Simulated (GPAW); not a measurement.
# free-standing triangular W monolayer, spacing 3.069 A: cost and accuracy of the plane-wave cutoff, part 2 of 2

Aim: see how far moments and order energies of free-standing triangular W monolayer, spacing 3.069 A move with the plane-wave cutoff, and what each rung costs.

GPAW 26.7.0; revPBE; plane waves with GPAW's PAW setups, scalar-relativistic.

So far, largest spin moment in the augmentation sphere (μB): step 2 (rung 1 (250 eV), start ferro +) 0.0970; step 5 (rung 2 (325 eV), start antiferro q=(0,1/2,0) +-) 1.39; step 6 (rung 3 (400 eV), start ferro +) 0.0973; step 7 (rung 3 (400 eV), start antiferro q=(0,1/2,0) +-) 1.40; step 8 (rung 4 (500 eV), start ferro +) 0.0972.

## Step 9: Rung 4 (500 eV), start antiferro q=(0,1/2,0) +-

File order2.py:

```python
import json
import numpy as np
from ase import Atoms
from ase.parallel import paropen, parprint
from gpaw import GPAW

atoms = Atoms(['W', 'W'],
    cell=[[3.069, 0.0, 0.0],
         [-3.069, 5.315664, 0.0],
         [0.0, 0.0, 14.0]],
    scaled_positions=[[0.0, 0.0, 0.5],
         [0.0, 0.5, 0.5]],
    pbc=True,
    magmoms=[1.0, -1.0])
atoms.calc = GPAW(mode={'name': 'pw', 'ecut': 500},
    xc='revPBE',
    kpts={'size': (10, 5, 1), 'gamma': True},
    occupations={'name': 'fermi-dirac', 'width': 0.05},
    convergence={'density': 1e-05, 'energy': 1e-05},
    maxiter=200,
    symmetry={'tolerance': 1e-4},
    txt='order2.txt')
e = atoms.get_potential_energy(force_consistent=True)
res = {'free_energy': e, 'energy_sigma0': atoms.get_potential_energy(), 'fermi_energy': atoms.calc.get_fermi_level()}
res['moments'] = atoms.get_magnetic_moments().tolist()
res['total'] = atoms.get_magnetic_moment()
parprint('site moments (muB):', np.round(res['moments'], 3))
parprint(f"total moment: {res['total']:.3f} muB")
parprint(f'free energy: {e:.6f} eV')
atoms.calc.write('order2.gpw')
with paropen('results.json', 'w') as f:
    json.dump(res, f)
```

Command:

```
$ OMP_NUM_THREADS=1 python3 order2.py > order2.log
```

Log:

```text
site moments (muB): [ 1.4 -1.4]
total moment: -0.000 muB
free energy: -14.344567 eV

--- order2.txt ---
Input parameters:
  mode=PW(ecut=500),
  convergence={'density': 1e-05, 'energy': 1e-05},
  kpts=MonkhorstPack(size=(10, 5, 1), gamma=True),
  maxiter=200,
  occupations=Occupations(name='fermi-dirac', width=0.05),
  symmetry=Symmetry(tolerance=0.0001),
  xc=XC(name='revPBE')

Diagonalizing LCAO Hamiltonian
[...]
|          6 |       -39.725 |     1.000 |       -39.725 |     1.000 |
|          7 |       -39.681 |     1.000 |       -39.681 |     1.000 |
[...]
|         17 |        -0.208 |     0.000 |        -0.208 |     0.000 |
|         18 |         0.458 |     0.000 |         0.458 |     0.000 |
|         19 |         0.730 |     0.000 |         0.730 |     0.000 |
|         20 |         1.903 |     0.000 |         1.903 |     0.000 |

No gap
No difference between direct/indirect transitions


[key lines of the parts left out:]
Free energy:     -14.344567
Converged in 19 steps
dipole moment: (-11.410199, -19.763034, 0.000028)  # |e|*Ang
Fermi level: -2.192
```

Elapsed: 100 s, on 1 MPI rank of Intel Xeon Platinum 8488C (Sapphire Rapids), shared host; peak memory 0.35 GiB.

This step gave:

```
magnetization  : 0 μB
final state    : antiferromagnetic
largest moment : 1.400 μB
```

This start lies -183.3 meV a seeded atom from the first, a change of -0.1 meV since rung 3; its largest moment is 1.40 μB.

## Step 10: Rung 5 (650 eV), start ferro +

File order1.py:

```python
import json
import numpy as np
from ase import Atoms
from ase.parallel import paropen, parprint
from gpaw import GPAW

atoms = Atoms(['W'],
    cell=[[3.069, 0.0, 0.0],
         [-1.5345, 2.657832, 0.0],
         [0.0, 0.0, 14.0]],
    scaled_positions=[[0.0, 0.0, 0.5]],
    pbc=True,
    magmoms=[1.0])
atoms.calc = GPAW(mode={'name': 'pw', 'ecut': 650},
    xc='revPBE',
    kpts={'size': (10, 10, 1), 'gamma': True},
    occupations={'name': 'fermi-dirac', 'width': 0.05},
    convergence={'density': 1e-05, 'energy': 1e-05},
    maxiter=200,
    symmetry={'tolerance': 1e-4},
    txt='order1.txt')
e = atoms.get_potential_energy(force_consistent=True)
res = {'free_energy': e, 'energy_sigma0': atoms.get_potential_energy(), 'fermi_energy': atoms.calc.get_fermi_level()}
res['moments'] = atoms.get_magnetic_moments().tolist()
res['total'] = atoms.get_magnetic_moment()
parprint('site moments (muB):', np.round(res['moments'], 3))
parprint(f"total moment: {res['total']:.3f} muB")
parprint(f'free energy: {e:.6f} eV')
atoms.calc.write('order1.gpw')
with paropen('results.json', 'w') as f:
    json.dump(res, f)
```

Command:

```
$ OMP_NUM_THREADS=1 python3 order1.py > order1.log
```

Log:

```text
site moments (muB): [0.097]
total moment: 0.152 muB
free energy: -6.990388 eV

--- order1.txt ---
Input parameters:
  mode=PW(ecut=650),
  convergence={'density': 1e-05, 'energy': 1e-05},
  kpts=MonkhorstPack(size=(10, 10, 1), gamma=True),
  maxiter=200,
  occupations=Occupations(name='fermi-dirac', width=0.05),
  symmetry=Symmetry(tolerance=0.0001),
  xc=XC(name='revPBE')

Diagonalizing LCAO Hamiltonian
[...]
|          3 |       -40.371 |     1.000 |       -40.327 |     1.000 |
|          4 |        -7.563 |     1.000 |        -7.542 |     1.000 |
[...]
|          9 |        -0.192 |     0.000 |        -0.109 |     0.000 |
|         10 |        -0.192 |     0.000 |        -0.109 |     0.000 |
|         11 |         2.370 |     0.000 |         2.397 |     0.000 |
|         12 |         3.265 |     0.000 |         3.287 |     0.000 |

No gap
No difference between direct/indirect transitions


[key lines of the parts left out:]
Free energy:      -6.990388
Converged in 29 steps
dipole moment: (-5.710587, -9.891028, 0.000014)  # |e|*Ang
Fermi level: -2.195
```

Run time: 41 s. Hardware: 1 MPI rank; peak memory 0.24 GiB.

This step gave:

```
magnetization  : 0.1516 μB
final state    : weakly magnetic
largest moment : 0.09715 μB
```

After 29 cycles the largest moment is only 0.097 μB.

## Step 11: Rung 5 (650 eV), start antiferro q=(0,1/2,0) +-

order2.py is the script of step 9 with these lines changed:

```diff
@@ -14,3 +14,3 @@
     magmoms=[1.0, -1.0])
-atoms.calc = GPAW(mode={'name': 'pw', 'ecut': 500},
+atoms.calc = GPAW(mode={'name': 'pw', 'ecut': 650},
     xc='revPBE',
```

Command:

```
$ OMP_NUM_THREADS=1 python3 order2.py > order2.log
```

Log:

```text
site moments (muB): [ 1.4 -1.4]
total moment: 0.000 muB
free energy: -14.347470 eV

--- order2.txt ---
Input parameters:
  mode=PW(ecut=650),
  convergence={'density': 1e-05, 'energy': 1e-05},
  kpts=MonkhorstPack(size=(10, 5, 1), gamma=True),
  maxiter=200,
  occupations=Occupations(name='fermi-dirac', width=0.05),
  symmetry=Symmetry(tolerance=0.0001),
  xc=XC(name='revPBE')

Diagonalizing LCAO Hamiltonian
[...]
|          6 |       -39.725 |     1.000 |       -39.725 |     1.000 |
|          7 |       -39.681 |     1.000 |       -39.681 |     1.000 |
[...]
|         17 |        -0.208 |     0.000 |        -0.208 |     0.000 |
|         18 |         0.458 |     0.000 |         0.458 |     0.000 |
|         19 |         0.730 |     0.000 |         0.730 |     0.000 |
|         20 |         1.903 |     0.000 |         1.903 |     0.000 |

No gap
No difference between direct/indirect transitions


[key lines of the parts left out:]
Free energy:     -14.347470
Converged in 19 steps
dipole moment: (-11.410243, -19.763110, 0.000028)  # |e|*Ang
Fermi level: -2.193
```

It took 2.9 min on 1 MPI rank; peak memory 0.49 GiB.

Numbers from this step:

| Quantity | Value |
| --- | --- |
| magnetization | 0 μB |
| final state | antiferromagnetic |
| largest moment | 1.400 μB |

This start lies -183.3 meV a seeded atom from the first, a change of -0.0 meV since rung 4; its largest moment is 1.40 μB.

## Step 12: Rung 6 (800 eV), start ferro +

order1.py is the script of step 10 with these lines changed:

```diff
@@ -13,3 +13,3 @@
     magmoms=[1.0])
-atoms.calc = GPAW(mode={'name': 'pw', 'ecut': 650},
+atoms.calc = GPAW(mode={'name': 'pw', 'ecut': 800},
     xc='revPBE',
```

Command:

```
$ OMP_NUM_THREADS=1 python3 order1.py > order1.log
```

Log:

```text
site moments (muB): [0.097]
total moment: 0.152 muB
free energy: -6.990444 eV

--- order1.txt ---
Input parameters:
  mode=PW(ecut=800),
  convergence={'density': 1e-05, 'energy': 1e-05},
  kpts=MonkhorstPack(size=(10, 10, 1), gamma=True),
  maxiter=200,
  occupations=Occupations(name='fermi-dirac', width=0.05),
  symmetry=Symmetry(tolerance=0.0001),
  xc=XC(name='revPBE')

Diagonalizing LCAO Hamiltonian
[...]
|          3 |       -40.371 |     1.000 |       -40.328 |     1.000 |
|          4 |        -7.563 |     1.000 |        -7.542 |     1.000 |
[...]
|          9 |        -0.192 |     0.000 |        -0.109 |     0.000 |
|         10 |        -0.192 |     0.000 |        -0.109 |     0.000 |
|         11 |         2.368 |     0.000 |         2.395 |     0.000 |
|         12 |         3.264 |     0.000 |         3.286 |     0.000 |

No gap
No difference between direct/indirect transitions


[key lines of the parts left out:]
Free energy:      -6.990444
Converged in 24 steps
dipole moment: (-5.710586, -9.891026, 0.000014)  # |e|*Ang
Fermi level: -2.195
```

The job ended after 57 s (1 MPI rank; peak memory 0.28 GiB).

Numbers from this step:

| Item | Value |
| --- | --- |
| magnetization | 0.1515 μB |
| final state | weakly magnetic |
| largest moment | 0.09709 μB |

After 24 cycles the largest moment is only 0.097 μB.

## Step 13: Rung 6 (800 eV), start antiferro q=(0,1/2,0) +-

order2.py is the script of step 11 with these lines changed:

```diff
@@ -14,3 +14,3 @@
     magmoms=[1.0, -1.0])
-atoms.calc = GPAW(mode={'name': 'pw', 'ecut': 650},
+atoms.calc = GPAW(mode={'name': 'pw', 'ecut': 800},
     xc='revPBE',
```

Command:

```
$ OMP_NUM_THREADS=1 python3 order2.py > order2.log
```

Log:

```text
site moments (muB): [ 1.4 -1.4]
total moment: 0.000 muB
free energy: -14.347620 eV

--- order2.txt ---
Input parameters:
  mode=PW(ecut=800),
  convergence={'density': 1e-05, 'energy': 1e-05},
  kpts=MonkhorstPack(size=(10, 5, 1), gamma=True),
  maxiter=200,
  occupations=Occupations(name='fermi-dirac', width=0.05),
  symmetry=Symmetry(tolerance=0.0001),
  xc=XC(name='revPBE')

Diagonalizing LCAO Hamiltonian
[...]
|          6 |       -39.725 |     1.000 |       -39.725 |     1.000 |
|          7 |       -39.681 |     1.000 |       -39.681 |     1.000 |
[...]
|         17 |        -0.208 |     0.000 |        -0.208 |     0.000 |
|         18 |         0.458 |     0.000 |         0.458 |     0.000 |
|         19 |         0.730 |     0.000 |         0.730 |     0.000 |
|         20 |         1.903 |     0.000 |         1.903 |     0.000 |

No gap
No difference between direct/indirect transitions


[key lines of the parts left out:]
Free energy:     -14.347620
Converged in 19 steps
dipole moment: (-11.410241, -19.763107, 0.000028)  # |e|*Ang
Fermi level: -2.193
```

Run time: 4.4 min. Hardware: 1 MPI rank; peak memory 0.61 GiB.

Numbers from this step:

```yaml
magnetization: 0 μB
final_state: antiferromagnetic
largest_moment: 1.400 μB
```

This start lies -183.4 meV a seeded atom from the first, a change of -0.0 meV since rung 5; its largest moment is 1.40 μB.

## Step 14: Another try

A slip in the input shows what the program catches and what it lets pass.

File run.py:

```python
import json
import numpy as np
from ase import Atoms
from ase.parallel import paropen, parprint
from gpaw import GPAW

atoms = Atoms(['W'],
    cell=[[3.069, 0.0, 0.0],
         [-1.5345, 2.657832, 0.0],
         [0.0, 0.0, 14.0]],
    scaled_positions=[[0.0, 0.0, 0.5]],
    pbc=True,
    magmoms=[1.0])
atoms.calc = GPAW(mode={'name': 'pw', 'ecut': 550},
    xc='revPBE',
    kpts={'size': (0, 10, 1), 'gamma': True},
    occupations={'name': 'fermi-dirac', 'width': 0.05},
    convergence={'density': 1e-05, 'energy': 1e-05},
    maxiter=75,
    symmetry={'tolerance': 1e-4},
    txt='run.txt')
e = atoms.get_potential_energy(force_consistent=True)
res = {'free_energy': e, 'energy_sigma0': atoms.get_potential_energy(), 'fermi_energy': atoms.calc.get_fermi_level()}
res['moments'] = atoms.get_magnetic_moments().tolist()
res['total'] = atoms.get_magnetic_moment()
parprint('site moments (muB):', np.round(res['moments'], 3))
parprint(f"total moment: {res['total']:.3f} muB")
parprint(f'free energy: {e:.6f} eV')
atoms.calc.write('run.gpw')
with paropen('results.json', 'w') as f:
    json.dump(res, f)
```

Command:

```
$ OMP_NUM_THREADS=1 python3 run.py > run.log
```

Log:

```text
ZeroDivisionError: float division by zero

--- run.txt ---
Input parameters:
  mode=PW(ecut=550),
  convergence={'density': 1e-05, 'energy': 1e-05},
  kpts=MonkhorstPack(size=(0, 10, 1), gamma=True),
  maxiter=75,
  occupations=Occupations(name='fermi-dirac', width=0.05),
  symmetry=Symmetry(tolerance=0.0001),
  xc=XC(name='revPBE')
```

It took 1.4 s on 1 MPI rank; peak memory 0.11 GiB.

The program refused the input before any cycle.

The program's message: “ZeroDivisionError: float division by zero”

The fault put into the input: a mesh with a zero.

Each count of the mesh must be at least 1.

## Step 15: Side by side

Ladder, by row:

| rung | cutoff (eV) | state from the first start | state from the second start | second less first (meV a seeded atom) | moment, first (μB) | moment, second (μB) | CPU time (s) |
| --- | --- | --- | --- | --- | --- | --- | --- |
| 1 | 250 | weakly magnetic | antiferromagnetic | -177.3 | 0.09701 | 1.348 | 58.23 |
| 2 | 325 | weakly magnetic | antiferromagnetic | -181.3 | 0.09759 | 1.386 | 96.61 |
| 3 | 400 | weakly magnetic | antiferromagnetic | -183.2 | 0.09731 | 1.399 | 105 |
| 4 | 500 | weakly magnetic | antiferromagnetic | -183.3 | 0.0972 | 1.4 | 129.3 |
| 5 | 650 | weakly magnetic | antiferromagnetic | -183.3 | 0.09715 | 1.4 | 214.7 |
| 6 | 800 | weakly magnetic | antiferromagnetic | -183.4 | 0.09709 | 1.4 | 318.8 |

## Step 16: What came out

```yaml
range_of_the_moment_in_the_table_second_start: 1.35 to 1.40 μB
range_of_cpu_time: 58 s to 5.3 min
range_of_the_energy_difference: -183 to -177 meV a seeded atom
first_rung_from_which_all_stay_within_9p2_mev_of_the_last: 1
```

From rung 1 on the result stays within 6.0 meV of the last rung, inside the margin of 9.2 meV set for it, at 18 % of the last rung's cost. The second start ends lower on every rung of the table; whether functional and cell give the true order is another question.

[Logs and program files are shortened in this print: banners, set-up blocks, solver, clock and traceback lines can be left out without a mark of their own.]

[Logs are printed without paths, hosts, clocks, repeated set-up lines and the standing remarks that a program may print on its own settings, such as how far it seeks lower states.]

[Hosts, paths, dates, database ids (printed as entryN), source tags and the programs' standing remarks are cut or masked in the printed files.]

[Where a cell is said to come from a database of computed structures, the database is the Materials Project.]
